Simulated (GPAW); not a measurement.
**Ballistic transport through an Os chain with two Cl atoms in line, cheap and dear**

Aim: T(E), conductance and thermopower of an Os chain with two Cl atoms in line, and what cheaper settings cost in accuracy.

Main program and level: GPAW 26.7.0; GPAW LCAO, PAW setups; Landauer transmission from Green's functions with principal layers (ASE), zero bias.

**1. The starting structure**

The cell holds 16 atoms: 14 Os and 2 Cl. Cell: a = 9.000 Å, b = 9.000 Å, c = 35.627 Å, α = 90.0°, β = 90.0°, γ = 90.0°. Regions: left lead, 7 atoms (7 Os); channel, 2 atoms (2 Cl); right lead, 7 atoms (7 Os). Vacuum lies along a and b. The structure is stacked along c, and the current runs across the ab planes.

**2. GPAW, dzp**

The script solves lead and junction separately, takes H and S in the orbital basis, and joins semi-infinite leads through their self-energies; the dzp basis is the working standard.

run.py reads:

```python
import json
import numpy as np
from ase import Atoms
from ase.transport.calculators import TransportCalculator
from gpaw import GPAW, FermiDirac
from gpaw.lcao.tools import get_lcao_hamiltonian
from scipy.linalg import eigh

# The junction with lead layers at both ends, along the third cell vector
device = Atoms(
    ['Os', 'Os', 'Os', 'Os', 'Os', 'Os', 'Os', 'Cl', 'Cl', 'Os', 'Os', 'Os', 'Os', 'Os', 'Os', 'Os'],
    positions=[
        [4.50000, 4.50000, 1.14000],
        [4.50000, 4.50000, 3.42000],
        [4.50000, 4.50000, 5.70000],
        [4.50000, 4.50000, 7.98000],
        [4.50000, 4.50000, 10.26000],
        [4.50000, 4.50000, 12.54000],
        [4.50000, 4.50000, 14.82000],
        [4.50000, 4.50000, 16.84360],
        [4.50000, 4.50000, 18.78360],
        [4.50000, 4.50000, 20.80720],
        [4.50000, 4.50000, 23.08720],
        [4.50000, 4.50000, 25.36720],
        [4.50000, 4.50000, 27.64720],
        [4.50000, 4.50000, 29.92720],
        [4.50000, 4.50000, 32.20720],
        [4.50000, 4.50000, 34.48720]],
    cell=[[9.0, 0.0, 0.0], [0.0, 9.0, 0.0], [0.0, 0.0, 35.6272]],
    pbc=True)

# One principal layer of the lead: the first 5 atoms of the device
lead = Atoms(
    ['Os', 'Os', 'Os', 'Os', 'Os'],
    positions=[
        [4.50000, 4.50000, 1.14000],
        [4.50000, 4.50000, 3.42000],
        [4.50000, 4.50000, 5.70000],
        [4.50000, 4.50000, 7.98000],
        [4.50000, 4.50000, 10.26000]],
    cell=[[9.0, 0.0, 0.0], [0.0, 9.0, 0.0], [0.0, 0.0, 11.4]],
    pbc=True)

settings = dict(mode='lcao', basis='dzp', xc='PBE', h=0.2,
                occupations=FermiDirac(0.1), maxiter=250,
                mixer=dict(beta=0.1, nmaxold=8, weight=100.0),
                convergence=dict(density=0.0001))
energies = np.arange(-2, 2 + 1e-9, 0.05)
eta = 0.0001
n1, n2 = 1, 1
# k and -k transmit alike, so half of the mesh across the current serves
mesh = [(i, j) for i in range(n1) for j in range(n2) if (i, j) <= (-i % n1, -j % n2)]
weights = np.array([1 if (i, j) == (-i % n1, -j % n2) else 2 for i, j in mesh]) / (n1 * n2)

# [... helper functions left out ...]
fermi_lead = ground_state(lead, (1, 1, 10), 'lead.txt')
fermi_device = ground_state(device, (1, 1, 2), 'device.txt')
# [... loop over the mesh left out, but for ...]
        # Shift the lead onto the potential of the device's first layer
        shift = ((H[:, 0, 0] - H0[:, 0, 0]) / S0[0, 0]).real.mean()
# [...]
kT = 8.617333e-5 * 77
bias = [0.1, 0.2, 0.5, 1.0, 1.5, 2.0]
# [... integrals and printing left out ...]
```

On the command line:

```console
$ OMP_NUM_THREADS=1 OPENBLAS_NUM_THREADS=1 python run.py
```

The program printed:

```text
basis functions: device 404, principal layer 135
Fermi level: lead -3.4536 eV, device -3.4162 eV; lead shifted by 0.0127 eV
largest coupling past the next layer 1.09e-06 eV, largest misfit of the first layer 0.143 eV
  E-E_F (eV)   T (one spin)  [channel counts left out]
    -2.000    1.5782e+00
    -1.950    1.5852e+00
    -1.900    1.5916e+00
    -1.850    1.5973e+00
    -1.800    1.6024e+00
    -1.750    1.6069e+00
    -1.700    1.6109e+00
    -1.650    1.6145e+00
    -1.600    1.6177e+00
    -1.550    1.6206e+00
    -1.500    1.6232e+00
    -1.450    1.6257e+00
    -1.400    1.6281e+00
    -1.350    1.6305e+00
    -1.300    1.6329e+00
    -1.250    1.6355e+00
[...]
1.650    1.0733e+00
     1.700    1.0582e+00
     1.750    1.0428e+00
     1.800    1.0270e+00
     1.850    1.0107e+00
     1.900    9.9382e-01
     1.950    9.7618e-01
     2.000    9.5747e-01
conductance at 77 K: 1.7252 G0 a cell; thermopower 0.1408 uV/K
current from the zero-bias T(E) at 0.1 V: 13.364 uA
current from the zero-bias T(E) at 0.2 V: 26.711 uA
current from the zero-bias T(E) at 0.5 V: 66.518 uA
current from the zero-bias T(E) at 1.0 V: 131.3 uA
current from the zero-bias T(E) at 1.5 V: 193.58 uA
current from the zero-bias T(E) at 2.0 V: 253.31 uA
```

It took 2.5 min on 1 thread of Arm Neoverse V2, shared host; peak memory 1.4 GiB.

This run has no spin polarisation, although Os can carry a moment.

This step gave:

```yaml
conductance: 1.725 G₀
largest_coupling_past_the_next_principal_layer: 1.09e-6 eV
largest_misfit_of_the_first_principal_layer: 0.1427 eV
shift_that_aligns_the_lead: 0.01268 eV
basis_functions_of_the_junction: 404
basis_functions_of_a_principal_layer: 135
transmission_at_the_fermi_level_one_spin: 1.725
```

One spin. Table of transmission, zone mean by energy, zero at the Fermi level:

```csv
energy (eV),"transmission, zone mean"
-2.000,1.58
-1.800,1.60
-1.600,1.62
-1.400,1.63
-1.200,1.64
-1.000,1.65
-0.800,1.67
-0.600,1.69
-0.400,1.72
-0.200,1.74
0.000,1.73
0.200,1.68
0.400,1.62
0.600,1.54
0.800,1.46
1.000,1.37
1.200,1.26
1.400,1.14
1.600,1.09
1.800,1.03
2.000,0.957
```

Not self-consistent under bias; the bias window is split evenly. The current through one cell, from the zero-bias transmission by bias:

| bias (V) | current through one cell, from the zero-bias transmission (μA) |
| --- | --- |
| 0.100 | 13.4 |
| 0.200 | 26.7 |
| 0.500 | 66.5 |
| 1.000 | 131 |
| 1.500 | 194 |
| 2.000 | 253 |

Table of transmission of the three most open eigenchannels by energy, zero at the Fermi level:

| energy (eV) | channel 1 | channel 2 = channel 3 |
| --- | --- | --- |
| -2.000 | 0.988 | 0.295 |
| -1.800 | 0.978 | 0.312 |
| -1.600 | 0.972 | 0.323 |
| -1.400 | 0.970 | 0.329 |
| -1.200 | 0.970 | 0.334 |
| -1.000 | 0.965 | 0.343 |
| -0.800 | 0.954 | 0.356 |
| -0.600 | 0.941 | 0.375 |
| -0.400 | 0.930 | 0.393 |
| -0.200 | 0.925 | 0.406 |
| 0.000 | 0.908 | 0.408 |
| 0.200 | 0.890 | 0.396 |
| 0.400 | 0.868 | 0.374 |
| 0.600 | 0.843 | 0.347 |
| 0.800 | 0.812 | 0.321 |
| 1.000 | 0.771 | 0.299 |
| 1.200 | 0.703 | 0.279 |
| 1.400 | 0.625 | 0.260 |
| 1.600 | 0.611 | 0.238 |
| 1.800 | 0.600 | 0.213 |
| 2.000 | 0.590 | 0.184 |

Couplings past the next layer reach 1.1e-6 eV, small enough to drop; the matrix elements of the cell's first layer differ from the bulk lead's by up to 0.14 eV. That layer keeps its own values in the calculation, and only beyond it is the lead taken as perfect. The Fermi levels of lead and junction count from different zeros of potential, one for each periodic cell; with both set to zero, the small remaining shift is what aligns them. Without spin-orbit coupling, which is large for these atoms, channel counts and T are those of the scalar-relativistic bands. By hand: G = 1.725 × 77.48 μS = 134 μS, a resistance of 7.48 kΩ; at 0.1 V a linear junction would pass 13.4 μA, and the integral over the bias window gives 13.4 μA.

**3. Single-zeta polarised basis**

One radial function a shell plus polarisation makes the matrices smaller; the question is what that costs.

run.py, as its differences from that of step 2:

```diff
@@ -43,3 +43,3 @@
 
-settings = dict(mode='lcao', basis='dzp', xc='PBE', h=0.2,
+settings = dict(mode='lcao', basis='szp(dzp)', xc='PBE', h=0.2,
                 occupations=FermiDirac(0.1), maxiter=250,
```

The program printed:

```text
basis functions: device 228, principal layer 75
Fermi level: lead -3.1671 eV, device -3.1438 eV; lead shifted by 0.0061 eV
largest coupling past the next layer 1.09e-06 eV, largest misfit of the first layer 0.175 eV
  E-E_F (eV)   T (one spin)  [channel counts left out]
    -2.000    1.5148e+00
    -1.950    1.5190e+00
    -1.900    1.5234e+00
    -1.850    1.5278e+00
    -1.800    1.5323e+00
    -1.750    1.5366e+00
    -1.700    1.5408e+00
    -1.650    1.5446e+00
    -1.600    1.5481e+00
    -1.550    1.5510e+00
    -1.500    1.5536e+00
    -1.450    1.5556e+00
    -1.400    1.5571e+00
    -1.350    1.5582e+00
    -1.300    1.5590e+00
    -1.250    1.5595e+00
[...]
1.650    9.0852e-01
     1.700    8.9057e-01
     1.750    8.7173e-01
     1.800    8.5189e-01
     1.850    8.3079e-01
     1.900    8.0801e-01
     1.950    7.8281e-01
     2.000    7.5392e-01
conductance at 77 K: 1.6036 G0 a cell; thermopower 0.1698 uV/K
current from the zero-bias T(E) at 0.1 V: 12.421 uA
current from the zero-bias T(E) at 0.2 V: 24.826 uA
current from the zero-bias T(E) at 0.5 V: 61.757 uA
current from the zero-bias T(E) at 1.0 V: 121.8 uA
current from the zero-bias T(E) at 1.5 V: 179.41 uA
current from the zero-bias T(E) at 2.0 V: 234.45 uA
```

The job ended after 89 s (1 thread; peak memory 1.3 GiB).

Numbers from this step:

| Property | Result |
| --- | --- |
| conductance | 1.604 G₀ |
| largest misfit of the first principal layer | 0.1747 eV |
| shift that aligns the lead | 0.006150 eV |
| basis functions of the junction | 228 |
| basis functions of a principal layer | 75 |
| transmission at the Fermi level (one spin) | 1.604 |

One spin. The transmission, zone mean by energy, zero at the Fermi level:

| energy (eV) | transmission, zone mean |
| --- | --- |
| -2.000 | 1.51 |
| -1.800 | 1.53 |
| -1.600 | 1.55 |
| -1.400 | 1.56 |
| -1.200 | 1.56 |
| -1.000 | 1.56 |
| -0.800 | 1.57 |
| -0.600 | 1.58 |
| -0.400 | 1.60 |
| -0.200 | 1.62 |
| 0.000 | 1.60 |
| 0.200 | 1.56 |
| 0.400 | 1.49 |
| 0.600 | 1.40 |
| 0.800 | 1.31 |
| 1.000 | 1.21 |
| 1.200 | 1.07 |
| 1.400 | 0.986 |
| 1.600 | 0.926 |
| 1.800 | 0.852 |
| 2.000 | 0.754 |

Not self-consistent under bias; the bias window is split evenly. Current through one cell, from the zero-bias transmission against bias:

```csv
bias (V),"current through one cell, from the zero-bias transmission (μA)"
0.100,12.4
0.200,24.8
0.500,61.8
1.000,122
1.500,179
2.000,234
```

Transmission of the three most open eigenchannels against energy, zero at the Fermi level:

```
energy (eV)  channel 1  channel 2 = channel 3
     -2.000      0.966                  0.274
     -1.800      0.957                  0.288
     -1.600      0.955                  0.297
     -1.400      0.954                  0.302
     -1.200      0.950                  0.305
     -1.000      0.942                  0.310
     -0.800      0.931                  0.319
     -0.600      0.919                  0.332
     -0.400      0.908                  0.348
     -0.200      0.897                  0.360
      0.000      0.882                  0.361
      0.200      0.863                  0.348
      0.400      0.840                  0.323
      0.600      0.815                  0.294
      0.800      0.779                  0.267
      1.000      0.722                  0.244
      1.200      0.617                  0.224
      1.400      0.581                  0.203
      1.600      0.575                  0.176
      1.800      0.570                  0.141
      2.000      0.566                 0.0940
```

The conductance, 1.60 G₀, lies 7.0 % below that of the dzp run.

**4. Minimal basis**

The minimal basis is the cheapest rung: no second zeta and no polarisation.

run.py, as its differences from that of step 3:

```diff
@@ -43,3 +43,3 @@
 
-settings = dict(mode='lcao', basis='szp(dzp)', xc='PBE', h=0.2,
+settings = dict(mode='lcao', basis='sz(dzp)', xc='PBE', h=0.2,
                 occupations=FermiDirac(0.1), maxiter=250,
```

The program printed:

```text
basis functions: device 176, principal layer 60
Fermi level: lead -3.2011 eV, device -3.1245 eV; lead shifted by 0.0018 eV
largest coupling past the next layer 1.09e-06 eV, largest misfit of the first layer 0.075 eV
  E-E_F (eV)   T (one spin)  [channel counts left out]
    -2.000    1.2771e+00
    -1.950    1.2748e+00
    -1.900    1.2725e+00
[...]
1.950    5.1415e-01
     2.000    5.0229e-01
conductance at 77 K: 1.0754 G0 a cell; thermopower 0.4028 uV/K
current from the zero-bias T(E) at 0.1 V: 8.3302 uA
current from the zero-bias T(E) at 0.2 V: 16.652 uA
current from the zero-bias T(E) at 0.5 V: 41.487 uA
current from the zero-bias T(E) at 1.0 V: 82.092 uA
current from the zero-bias T(E) at 1.5 V: 121.43 uA
current from the zero-bias T(E) at 2.0 V: 159.48 uA
```

It took 83 s on 1 thread; peak memory 1.3 GiB.

This step gave:

```yaml
conductance: 1.075 G₀
largest_misfit_of_the_first_principal_layer: 0.07497 eV
shift_that_aligns_the_lead: 0.001815 eV
basis_functions_of_the_junction: 176
basis_functions_of_a_principal_layer: 60
transmission_at_the_fermi_level_one_spin: 1.075
```

The conductance, 1.08 G₀, lies 38 % below that of the dzp run.

**5. RPBE in the dzp basis: xc = "RPBE"**

Back in the dzp basis, the functional changes from PBE to RPBE, to set the spread between functionals beside that between bases.

run.py, as its differences from that of step 4:

```diff
@@ -43,3 +43,3 @@
 
-settings = dict(mode='lcao', basis='sz(dzp)', xc='PBE', h=0.2,
+settings = dict(mode='lcao', basis='dzp', xc='RPBE', h=0.2,
                 occupations=FermiDirac(0.1), maxiter=250,
```

The program printed:

```text
basis functions: device 404, principal layer 135
Fermi level: lead -3.3695 eV, device -3.3324 eV; lead shifted by 0.0128 eV
largest coupling past the next layer 1.14e-06 eV, largest misfit of the first layer 0.135 eV
  E-E_F (eV)   T (one spin)  [channel counts left out]
    -2.000    1.5715e+00
    -1.950    1.5788e+00
    -1.900    1.5853e+00
[...]
1.950    9.7438e-01
     2.000    9.5507e-01
conductance at 77 K: 1.7194 G0 a cell; thermopower 0.1335 uV/K
current from the zero-bias T(E) at 0.1 V: 13.319 uA
current from the zero-bias T(E) at 0.2 V: 26.622 uA
current from the zero-bias T(E) at 0.5 V: 66.282 uA
current from the zero-bias T(E) at 1.0 V: 130.87 uA
current from the zero-bias T(E) at 1.5 V: 193 uA
current from the zero-bias T(E) at 2.0 V: 252.63 uA
```

Wall time 2.4 min (1 thread); peak memory 1.4 GiB.

This step gave:

- conductance: 1.719 G₀
- largest coupling past the next principal layer: 1.14e-6 eV
- largest misfit of the first principal layer: 0.1353 eV
- shift that aligns the lead: 0.01280 eV
- basis functions of the junction: 404
- basis functions of a principal layer: 135
- transmission at the Fermi level (one spin): 1.720

One spin. Table of transmission, zone mean by energy, zero at the Fermi level:

```csv
energy (eV),"transmission, zone mean"
-2.000,1.57
-1.800,1.60
-1.600,1.61
-1.400,1.62
-1.200,1.63
-1.000,1.64
-0.800,1.66
-0.600,1.68
-0.400,1.71
-0.200,1.73
-0.150,1.73
0.000,1.72
0.200,1.68
0.400,1.61
0.600,1.54
0.800,1.46
1.000,1.37
1.200,1.27
1.400,1.15
1.600,1.09
1.800,1.03
2.000,0.955
```

The conductance, 1.72 G₀, lies 0.3 % below that of the dzp run.

**6. All levels side by side**

Times are for 1 thread of Arm Neoverse V2, shared host. The runs compared:

```csv
no.,run,conductance (G₀),time,memory (GiB)
1,dzp,1.725,2.5 min,1.4
2,szp,1.604,89 s,1.3
3,sz,1.075,83 s,1.3
4,dzp RPBE,1.719,2.4 min,1.4
```

**7. The levels side by side**

The curves are compared point by point over the common energies.

This step: comparison of transmission and cost over codes and levels (GPAW 26.7.0).

Ladder, by row:

| step | code | T at the Fermi level (sum over the listed spins) | conductance (G0) | r.m.s. T(E) from the first | wall time (s) | peak memory (GiB) | threads |
| --- | --- | --- | --- | --- | --- | --- | --- |
| dzp | GPAW | 1.725 | 1.725 | 0 | 151.4 | 1.36 | 1 |
| szp | GPAW | 1.604 | 1.604 | 0.1281 | 89.12 | 1.3 | 1 |
| sz | GPAW | 1.075 | 1.075 | 0.5394 | 83.35 | 1.26 | 1 |
| dzp-RPBE | GPAW | 1.72 | 1.719 | 0.005841 | 145.1 | 1.36 | 1 |

Table of transmission, zone mean, sum over the listed spins by energy, zero at the Fermi level:

| energy (eV) | dzp | szp | sz | dzp-RPBE |
| --- | --- | --- | --- | --- |
| -2.00 | 1.58 | 1.51 | 1.28 | 1.57 |
| -1.85 | 1.60 | 1.53 | 1.27 | 1.59 |
| -1.70 | 1.61 | 1.54 | 1.26 | 1.60 |
| -1.50 | 1.62 | 1.55 | 1.25 | 1.62 |
| -1.35 | 1.63 | 1.56 | 1.23 | 1.62 |
| -1.20 | 1.64 | 1.56 | 1.22 | 1.63 |
| -1.05 | 1.65 | 1.56 | 1.20 | 1.64 |
| -0.90 | 1.66 | 1.56 | 1.18 | 1.65 |
| -0.70 | 1.68 | 1.58 | 1.16 | 1.67 |
| -0.55 | 1.70 | 1.59 | 1.15 | 1.69 |
| -0.40 | 1.72 | 1.60 | 1.13 | 1.71 |
| -0.25 | 1.73 | 1.61 | 1.12 | 1.72 |
| -0.20 | 1.74 | 1.62 | 1.11 | 1.73 |
| -0.10 | 1.73 | 1.61 | 1.10 | 1.73 |
| 0.00 | 1.73 | 1.60 | 1.08 | 1.72 |
| 0.10 | 1.71 | 1.59 | 1.05 | 1.70 |
| 0.25 | 1.67 | 1.53 | 1.01 | 1.66 |
| 0.40 | 1.62 | 1.49 | 0.957 | 1.61 |
| 0.55 | 1.56 | 1.43 | 0.905 | 1.56 |
| 0.70 | 1.50 | 1.36 | 0.852 | 1.50 |
| 0.90 | 1.41 | 1.26 | 0.778 | 1.42 |
| 1.05 | 1.35 | 1.18 | 0.720 | 1.35 |
| 1.20 | 1.26 | 1.07 | 0.647 | 1.27 |
| 1.35 | 1.16 | 0.999 | 0.626 | 1.16 |
| 1.50 | 1.12 | 0.957 | 0.601 | 1.12 |
| 1.70 | 1.06 | 0.891 | 0.565 | 1.06 |
| 1.85 | 1.01 | 0.831 | 0.536 | 1.01 |
| 2.00 | 0.957 | 0.754 | 0.502 | 0.955 |

[end of part 1 of 2]

[Logs are printed without paths, hosts, clocks, repeated set-up lines and the standing remarks that a program may print on its own settings, such as how far it seeks lower states.]

[Hosts, paths, dates, database ids (printed as entryN), source tags and the programs' standing remarks are cut or masked in the printed files.]
